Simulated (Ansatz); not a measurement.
# Si2Ni (Fm-3m): zone-centre modes under pressure

Wanted: Grüneisen parameters and pressure coefficients of the modes of Si2Ni (Fm-3m).

Method: DFT LDA, scalar-relativistic, plane waves, PAW; PAW set soft_1, in Ansatz 0.2.0.

This is a report of a sequence of runs, with most program output left out.

## Step 1: The starting structure

It takes space group Fm-3m (No. 225, cubic). The conventional cell has a = 5.406 Å, b = 5.406 Å, c = 5.406 Å, α = 90.00°, β = 90.00°, γ = 90.00°. Si has 4 Ni at 2.34 Å nearest. Nearest to Ni lie 8 Si at 2.34 Å. Farther neighbours are not listed.

## Step 2: Bringing the structure to rest

Harmonic phonons are second derivatives at a point where the forces vanish, and they are wanted at zero stress, so atoms and cell are relaxed first.

input.yaml reads:

```yaml
crystal:
  lattice:
    - [0.0, 2.703, 2.703]
    - [2.703, 0.0, 2.703]
    - [2.703, 2.703, 0.0]
  atoms:
    - { symbol: Si, position: [0.25, 0.25, 0.25] }
    - { symbol: Si, position: [0.75, 0.75, 0.75] }
    - { symbol: Ni, position: [0.0, 0.0, 0.0] }
kpoints:
  mp_grid: { grid: [14, 14, 14] }
hamiltonian:
  xc: lda
  pseudopotentials: { kind: paw, azcp: { folder: soft_1 }, xc_functional: pbe }
scf:
  occupations: { method: gaussian, width: 0.1 }
output:
  forces: true
  stress: true
  eigenvalues: true
relax:
  adjacent_minimum: "off"
  f_tol: 0.005
  max_steps: 80
  cell: { stress_tol: 0.05 }
```

The run is started by

```console
$ ansatz run input.yaml --threads 4 --pin off --max-ram 10240MiB --backend cpu --events-out ev --progress --plain --runs-dir out
```

Run time: 2.3 s. Hardware: 4 threads of AMD EPYC 9B45 (Zen 5), shared host; peak memory 0.46 GiB.

This run has no spin polarisation, although Ni can carry a moment.

Step by step:

| step | energy less that of the first step (eV) | largest force component (eV/Å) | pressure (GPa) | volume (Å³) |
| --- | --- | --- | --- | --- |
| 1 | 0.0000 | 0.0000 | -4.75 | 39.50 |
| 2 | -0.0145 | 0.0000 | -2.23 | 38.84 |
| 3 | -0.0184 | 0.0000 | 0.12 | 38.28 |
| 4 | -0.0184 | 0.0000 | 0.00 | 38.31 |
| 5* | -0.0181 | 0.0000 | 0.00 | 38.31 |

Relaxation steps marked * repeat the geometry before them on a plane-wave basis chosen anew for their cell, so energy and pressure can jump there.

The run keeps the 48 symmetry operations that it works with, so distortions that break them were not tested.

| conventional cell, symmetrised | before | after | change |
| --- | --- | --- | --- |
| a (Å) | 5.406 | 5.351 | -1.0 % |
| b (Å) | 5.406 | 5.351 | -1.0 % |
| c (Å) | 5.406 | 5.351 | -1.0 % |
| volume (Å³/atom) | 13.17 | 12.77 | -3.0 % |

Final coordinates:

```cif
data_structure
_symmetry_space_group_name_H-M 'P 1'
_symmetry_Int_Tables_number 1
_cell_length_a 3.7839
_cell_length_b 3.7839
_cell_length_c 3.7839
_cell_angle_alpha 60.000
_cell_angle_beta 60.000
_cell_angle_gamma 60.000
_cell_volume 38.31
loop_
_atom_site_label
_atom_site_type_symbol
_atom_site_fract_x
_atom_site_fract_y
_atom_site_fract_z
_atom_site_occupancy
Si1 Si 0.25000 0.25000 0.25000 1
Si2 Si 0.75000 0.75000 0.75000 1
Ni3 Ni 0.00000 0.00000 0.00000 1
```

This step gave:

- pressure: -0.003664 GPa
- volume per atom: 12.77 Å³
- gap on the k-mesh: 0 eV

In this step the volume went from 13.17 to 12.77 Å³/atom.

## Step 3: Tight relaxation

Phonons need small forces and stress, so the relaxation is finished with tight tolerances on 16×16×16 k points.

input.yaml, the sections that differ from step 2:

```yaml
crystal:
  lattice:
    - [0.0, 2.6756134227, 2.6756134227]
    - [2.6756134227, 0.0, 2.6756134227]
    - [2.6756134227, 2.6756134227, 0.0]
  atoms:
    - { symbol: Si, position: [0.25, 0.25, 0.25] }
    - { symbol: Si, position: [0.75, 0.75, 0.75] }
    - { symbol: Ni, position: [0.0, 0.0, 0.0] }
kpoints:
  mp_grid: { grid: [16, 16, 16] }
scf:
  occupations: { method: methfessel_paxton, width: 0.2 }
relax:
  adjacent_minimum: "off"
  f_tol: 0.001
  max_steps: 60
  cell: { stress_tol: 0.01 }
# hamiltonian, output: as in step 2
```

It took 2.2 s on 4 threads; peak memory 0.47 GiB.

Little changed from the start: no atom moved by 0.005 Å and no cell edge by 0.1 %.

This step gave:

```
pressure        : -5.77e-4 GPa
volume per atom : 12.76 Å³
```

The forces vanish by symmetry and the pressure is -0.001 GPa, within the tolerances set. The cell now holds 12.76 Å³/atom.

## Step 4: Zone-centre response at rest

The force constants come from the linear response of the density to a displacement.

The modes at rest are the reference of the series.

input.yaml, the sections that differ from step 3:

```yaml
crystal:
  lattice:
    - [0.0, 2.6748040338, 2.6748040338]
    - [2.6748040338, 0.0, 2.6748040338]
    - [2.6748040338, 2.6748040338, 0.0]
  atoms:
    - { symbol: Si, position: [0.25, 0.25, 0.25] }
    - { symbol: Si, position: [0.75, 0.75, 0.75] }
    - { symbol: Ni, position: [0.0, 0.0, 0.0] }
output:
  eigenvalues: true
phonons:
  method: dfpt
# kpoints, hamiltonian, scf: as in step 3
# relax: removed
```

It took 7.2 s on 4 threads; peak memory 0.98 GiB.

Numbers from this step:

| Property | Result |
| --- | --- |
| sum-rule residual before enforcement | 6.91e-6 eV/Å² |
| point group | m-3m |
| highest optical mode at the zone centre (no LO-TO term) | 334.3 cm⁻¹ |
| lowest optical zone-centre mode | 314.6 cm⁻¹ |

Patterns of degenerate modes are one choice out of their space. Modes at Γ, with each element's share of the kinetic energy:

| mode | frequency (cm⁻¹) | symmetry | Si % | Ni % |
| --- | --- | --- | --- | --- |
| 1 | 0.0 | acoustic | 49 | 51 |
| 2 | 0.0 | acoustic | 49 | 51 |
| 3 | 0.0 | acoustic | 49 | 51 |
| 4 | 314.6 | T1u | 51 | 49 |
| 5 | 314.6 | T1u | 51 | 49 |
| 6 | 314.6 | T1u | 51 | 49 |
| 7 | 334.3 | T2g | 100 | 0 |
| 8 | 334.3 | T2g | 100 | 0 |
| 9 | 334.3 | T2g | 100 | 0 |

Displacements in mode 4 (314.6 cm⁻¹), the largest set to 1:
```
Si1  0.70 -0.56 -1.00
Si2  0.70 -0.56 -1.00
Ni3 -0.67  0.54  0.96
```

Displacements in mode 9 (334.3 cm⁻¹), the largest set to 1:
```
Si1  0.01  1.00  1.00
Si2 -0.01 -1.00 -1.00
Ni3  0.00  0.00  0.00
```

Before it was imposed, the acoustic sum rule was missed by 6.9e-6 eV/Å². Small misses are needed for a sound result but don't prove that mesh and cutoff are converged. The lowest optical mode is real, 315 cm⁻¹.

## Step 5: Ground state of a member: 1.06 times the volume at rest

The cell is set to 1.06 times the volume at rest; symmetry leaves nothing else free, so this is a single point.

input.yaml, the sections that differ from step 4:

```yaml
crystal:
  lattice:
    - [0.0, 2.7272644904, 2.7272644904]
    - [2.7272644904, 0.0, 2.7272644904]
    - [2.7272644904, 2.7272644904, 0.0]
  atoms:
    - { symbol: Si, position: [0.25, 0.25, 0.25] }
    - { symbol: Si, position: [0.75, 0.75, 0.75] }
    - { symbol: Ni, position: [0.0, 0.0, 0.0] }
output:
  forces: true
  stress: true
  eigenvalues: true
# kpoints, hamiltonian, scf: as in step 4
# phonons: removed
```

The job ended after 0.73 s (4 threads; peak memory 0.45 GiB).

This step gave:

```yaml
pressure: -8.492 GPa
volume_per_atom: 13.52 Å³
```

The forces vanish by symmetry, at a pressure of -8.49 GPa.

## Step 6: Zone-centre modes of the member: 1.06 times the volume at rest

The zone-centre modes follow for 1.06 times the volume at rest.

Edit input.yaml of step 5 so:

```diff
@@ -17,4 +17,4 @@
 output:
-  forces: true
-  stress: true
   eigenvalues: true
+phonons:
+  method: dfpt
```

It took 7.5 s on 4 threads; peak memory 1 GiB; 27 s of CPU time.

This step gave:

```yaml
sum_rule_residual_before_enforcement: 2.14e-5 eV/Å²
highest_optical_mode_at_the_zone_centre_no_lo_to_term: 295.0 cm⁻¹
lowest_optical_zone_centre_mode: 277.1 cm⁻¹
```

Patterns of degenerate modes are one choice out of their space. The modes at Γ (shares of kinetic energy by element, %):

| mode | frequency (cm⁻¹) | symmetry | Si % | Ni % |
| --- | --- | --- | --- | --- |
| 1 | 0.0 | acoustic | 49 | 51 |
| 2 | 0.0 | acoustic | 49 | 51 |
| 3 | 0.0 | acoustic | 49 | 51 |
| 4 | 277.1 | T1u | 51 | 49 |
| 5 | 277.1 | T1u | 51 | 49 |
| 6 | 277.1 | T1u | 51 | 49 |
| 7 | 295.0 | T2g | 100 | 0 |
| 8 | 295.0 | T2g | 100 | 0 |
| 9 | 295.0 | T2g | 100 | 0 |

The lowest optical mode is real, 277 cm⁻¹, and the highest lies at 295.0 cm⁻¹.

Between step 4 and this run (volume ratio 1.06) the value for the highest optical mode at the zone centre (no LO-TO term) moves from 334 cm⁻¹ to 295 cm⁻¹ (-12 %).

## Step 7: Ground state of a member: 0.9 times the volume at rest

The cell is set to 0.9 times the volume at rest; symmetry leaves nothing else free, so this is a single point.

input.yaml, the sections that differ from step 6:

```yaml
crystal:
  lattice:
    - [0.0, 2.5824949006, 2.5824949006]
    - [2.5824949006, 0.0, 2.5824949006]
    - [2.5824949006, 2.5824949006, 0.0]
  atoms:
    - { symbol: Si, position: [0.25, 0.25, 0.25] }
    - { symbol: Si, position: [0.75, 0.75, 0.75] }
    - { symbol: Ni, position: [0.0, 0.0, 0.0] }
output:
  forces: true
  stress: true
  eigenvalues: true
# kpoints, hamiltonian, scf: as in step 6
# phonons: removed
```

Wall time 0.62 s (4 threads); peak memory 0.43 GiB; 1.9 s of CPU time.

Numbers from this step:

```
pressure        : 22.52 GPa
volume per atom : 11.48 Å³
```

The forces vanish by symmetry, at a pressure of 22.52 GPa.

## Step 8: Modes of this member: 0.9 times the volume at rest

The zone-centre modes follow for 0.9 times the volume at rest.

Edit input.yaml of step 7 so:

```diff
@@ -17,4 +17,4 @@
 output:
-  forces: true
-  stress: true
   eigenvalues: true
+phonons:
+  method: dfpt
```

Wall time 7 s (4 threads); peak memory 0.91 GiB.

This step gave:

* sum-rule residual before enforcement: 7.75e-5 eV/Å²
* highest optical mode at the zone centre (no LO-TO term): 410.0 cm⁻¹
* lowest optical zone-centre mode: 385.6 cm⁻¹

Patterns of degenerate modes are one choice out of their space. The modes at Γ (shares of kinetic energy by element, %):

| mode | frequency (cm⁻¹) | symmetry | Si % | Ni % |
| --- | --- | --- | --- | --- |
| 1 | 0.0 | acoustic | 49 | 51 |
| 2 | 0.0 | acoustic | 49 | 51 |
| 3 | 0.0 | acoustic | 49 | 51 |
| 4 | 385.6 | T1u | 51 | 49 |
| 5 | 385.6 | T1u | 51 | 49 |
| 6 | 385.6 | T1u | 51 | 49 |
| 7 | 410.0 | T2g | 100 | 0 |
| 8 | 410.0 | T2g | 100 | 0 |
| 9 | 410.0 | T2g | 100 | 0 |

The lowest optical mode is real, 386 cm⁻¹, and the highest lies at 410.0 cm⁻¹.

For the highest optical mode at the zone centre (no LO-TO term), step 4 gave 334 cm⁻¹; this run, with volume ratio 0.9, gives 410 cm⁻¹ (+23 %).

## Step 9: The series together

The members are set side by side, also those not shown above.

Each row is one cell with its response, relaxed at fixed volume as far as symmetry leaves anything free; energies are extrapolated to zero smearing, and E0 is that at rest; shape and atoms are relaxed in each cell where symmetry leaves them free; all runs use 16×16×16 k points and Methfessel-Paxton smearing of 0.2 eV. State of the crystal along the series:

| volume ratio | V (Å³/atom) | pressure (GPa) | E - E0 (meV/atom) |
| --- | --- | --- | --- |
| 0.9 | 11.48 | 22.52 | 80.93 |
| 0.92 | 11.74 | 16.89 | 49.62 |
| 0.94 | 11.99 | 11.89 | 26.77 |
| 0.96 | 12.25 | 7.461 | 11.43 |
| 0.98 | 12.5 | 3.527 | 2.741 |
| 0.99 | 12.63 | 1.717 | 0.6656 |
| 1 | 12.76 | -5.77e-4 | 0 |
| 1.02 | 13.01 | -3.164 | 2.602 |
| 1.04 | 13.27 | -5.981 | 9.96 |
| 1.06 | 13.52 | -8.492 | 21.54 |

Each mode is tracked from rest by its pattern, and modes that stay within 0.3 cm⁻¹ of each other stand once; shape and atoms are relaxed in each cell where symmetry leaves them free; all runs use 16×16×16 k points and Methfessel-Paxton smearing of 0.2 eV. Optical modes along the series:

| V (Å³/atom) | mode 4 T1u (cm⁻¹) | mode 7 T2g (cm⁻¹) |
| --- | --- | --- |
| 11.48 | 385.6 | 410 |
| 11.74 | 370.7 | 395.4 |
| 11.99 | 356.1 | 380.6 |
| 12.25 | 341.9 | 365.3 |
| 12.5 | 328 | 349.6 |
| 12.63 | 321.2 | 341.8 |
| 12.76 | 314.6 | 334.3 |
| 13.01 | 301.7 | 320 |
| 13.27 | 289.2 | 306.8 |
| 13.52 | 277.1 | 295 |

From cubic fits (parabolas where under five rows exist) of ln ω and P against ln V through the rows within about 4 % of rest: γ = −d ln ω / d ln V and dω/dP = γ ω / B. Slopes at rest:

| mode | fitted frequency at rest (cm⁻¹) | Grüneisen parameter γ | dω/dP (cm⁻¹/GPa) |
| --- | --- | --- | --- |
| mode 4 T1u | 314.6 | 2.09 | 3.94 |
| mode 7 T2g | 334.3 | 2.22 | 4.44 |

## Step 10: What came out

| Quantity | Value |
| --- | --- |
| members | 10 |
| highest optical mode at the zone centre (no LO-TO term), at rest | 334.3 cm⁻¹ |
| bulk modulus at rest | 167 GPa |
| mode 4 T1u, γ | 2.09 |
| mode 7 T2g, γ | 2.22 |

The series spans -8.5 to 22.5 GPa, and the slope at rest gives a bulk modulus of 167 GPa. Among the modes in the table of slopes γ runs from 2.09 (mode 4 T1u) to 2.22 (mode 7 T2g). One k mesh and one cutoff serve the ground states and modes of all volumes. These are harmonic frequencies at zero temperature: anharmonic shifts, linewidths and thermal expansion are left out. With no gap, or one that is small against the smearing, the frequencies hang on the k mesh and the smearing, most of all near Kohn anomalies. The runs are without spin polarisation, although Ni often carries a moment. The PAW files were made for PBE; the program adapts parts of them to the functional of the run, but their partial waves stay those of PBE, an approximation that was not tested in this session. Only the zone centre was solved, so an instability at another wavevector cannot show here.

[Logs are printed without paths, hosts, clocks, repeated set-up lines and the standing remarks that a program may print on its own settings, such as how far it seeks lower states.]

[Hosts, paths, dates, database ids (printed as entryN), source tags and the programs' standing remarks are cut or masked in the printed files.]
